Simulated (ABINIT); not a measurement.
An input for ABINIT 10.8.3 (SiO2 (Quartz)):

```
acell 3*1.0 Angstrom
rprim 
  4.915799999986 0.000000000003 0.000000000000
  -2.457899999996 4.257207679910 0.000000000000
  0.000000000000 0.000000000000 5.409100000000
ntypat 2
znucl 14 8
natom 9
typat 1 1 1 2 2 2 2 2 2
xred 
  0.530300000000 0.000000000000 0.333333333333
  0.000000000000 0.530300000000 0.666666666667
  0.469700000000 0.469700000000 -0.000000000000
  0.146200000000 0.414200000000 0.881000000000
  0.585800000000 0.732000000000 0.214333333333
  0.268000000000 0.853800000000 0.547666666667
  0.414200000000 0.146200000000 0.119000000000
  0.732000000000 0.585800000000 0.785666666667
  0.853800000000 0.268000000000 0.452333333333
pp_dirpath "pseudos"
pseudos "Si.upf, O.upf"
ecut 36
ngkpt 3 3 2
nshiftk 1
shiftk 0 0 0
kptopt 1
chksymbreak 0
istwfk *1
occopt 1
irdwfk 1
optdriver 4
nband 161
gwcalctyp 10
ecutsigx 36
symsigma 1
nkptgw 6
kptgw 
  0.0000000000 0.0000000000 0.0000000000
  0.3333333333 0.0000000000 0.0000000000
  0.3333333333 0.3333333333 0.0000000000
  0.0000000000 0.0000000000 0.5000000000
  0.3333333333 0.0000000000 0.5000000000
  0.3333333333 0.3333333333 0.5000000000
bdgw 
  7 32
  7 32
  7 32
  7 32
  7 32
  7 32
ecuteps 4.8
irdscr 1
ppmodel 1
irdqps 1
indata_prefix "in"
outdata_prefix "out"
tmpdata_prefix "tmp"
```

```sh
OMP_NUM_THREADS=1 mpirun -n 8 abinit run.abi > log
```

Question: Estimate wall time and host memory on 8 MPI ranks of Arm Neoverse N1, shared host.

It took 7.3 min; on shared hardware allow 3.6 min to 15 min. Peak host memory was 4.7 GiB.

[Paths, hosts, dates, memory and timing lines, banners, echoed tables and standing remarks are left out of the program output.]

[Logs are printed without paths, hosts, clocks, repeated set-up lines and the standing remarks that a program may print on its own settings, such as how far it seeks lower states.]

[Runs of the session that timed out or met a known fault of the program may be left out.]

[Hosts, paths, dates, database ids (printed as entryN), source tags and the programs' standing remarks are cut or masked in the printed files.]

[G0W0 gaps are taken among the corrected bands and points alone; a level outside them can change the order at an edge.]

[Where Ansatz stands beside ABINIT at settings called matched, ABINIT's density can come from a denser mesh and the files from another edition; pairs whose starting gaps differed by over 0.03 eV were left out, so agreement reads better than it is.]
